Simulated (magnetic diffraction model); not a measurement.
# Moment size from magnetic intensity in Na2NdAgF6

Space group Fm-3m (no. 225), a = 9.0280 Å.

```csv
site,atom,x,y,z
4a,Nd,0,0,0
4b,Ag,1/2,0,0
8c,Na,1/4,3/4,3/4
24e,F,0,0,0.7747
```

The compound is invented for this exercise: a known structure type with other elements, its cell scaled to their sizes and not relaxed.

Only Nd is taken to order (form factors of Nd3+); orders and moment sizes are assumed, and not adapted to the symmetry. Radiation: neutrons of λ = 2.52 Å, 2° to 100°; isotropic B of 0.14 Å² (Nd), 0.2 Å² (Ag), 0.22 Å² (Na) and 0.22 Å² (F). The intensities are simulated: I ∝ L Σ (|F_N|² + |F_M⊥|²) for unpolarised neutrons, with F_M = 2.695 fm/μB × Σ f(s) S exp(2πi Q·r) exp(−B s²) at Q = H ± k (one set where k and −k are equivalent), only the part normal to Q counting and L = 1/(sin²θ cos θ). For a modulated order the moment at position r is S exp(−2πi k·r) + c.c., with S = m/2 for a sine wave of amplitude m and S = m(u + iv)/2 for moments turning in a plane, u and v being orthogonal unit vectors in it; the phase factor of the sum at Q = H + k is then exp(2πi H·r). Form factors are spin-only for 3d ions and dipole or tabulated for f ions, scattering lengths are Sears's of 1992, and absorption is left out. A label names one of the reflections at its angle. The strongest nuclear line in the range is 100, and lines under 0.2 are left out.

In a first state the assumed order is k = (0 1/3 0), moments turning in the plane of [100] and [001], 2.9 μB on Nd, with this pattern:

```tsv
2θ (°)	index	nuclear	magnetic
5.33	(0 1/3 0)	0.0	44.7
25.21	(1 2/3 1)	0.0	4.7
26.90	(0 5/3 0)	0.0	1.8
27.98	(1 1 1)	11.0	0.0
31.48	(1 4/3 1)	0.0	3.8
32.42	(2 0 0)	41.9	0.0
32.88	(2 1/3 0)	0.0	2.4
38.01	(0 7/3 0)	0.0	0.9
42.61	(2 5/3 0)	0.0	2.0
46.50	(2 2 0)	14.9	0.0
46.84	(2 1/3 2)	0.0	1.2
49.83	(1 8/3 1)	0.0	1.8
50.80	(2 7/3 0)	0.0	1.6
53.62	(3 2/3 1)	0.0	1.9
54.54	(2 5/3 2)	0.0	1.1
57.24	(3 4/3 1)	0.0	1.8
```
(The table stops after 16 lines; 26 more lie at higher angle.)

**Question.** Nearer the ordering temperature the line at 5.33° has total intensity 32.1 on the same scale, and all moments have shrunk alike. How large is the Nd moment?

The nuclear part, 0.0, stays, so the magnetic part is 32.1 against 44.7. It goes as m², so m = 2.9 × √(32.1/44.7) = 2.46 μB; the value used was 2.46 μB.

[Logs are printed without paths, hosts, clocks, repeated set-up lines and the standing remarks that a program may print on its own settings, such as how far it seeks lower states.]
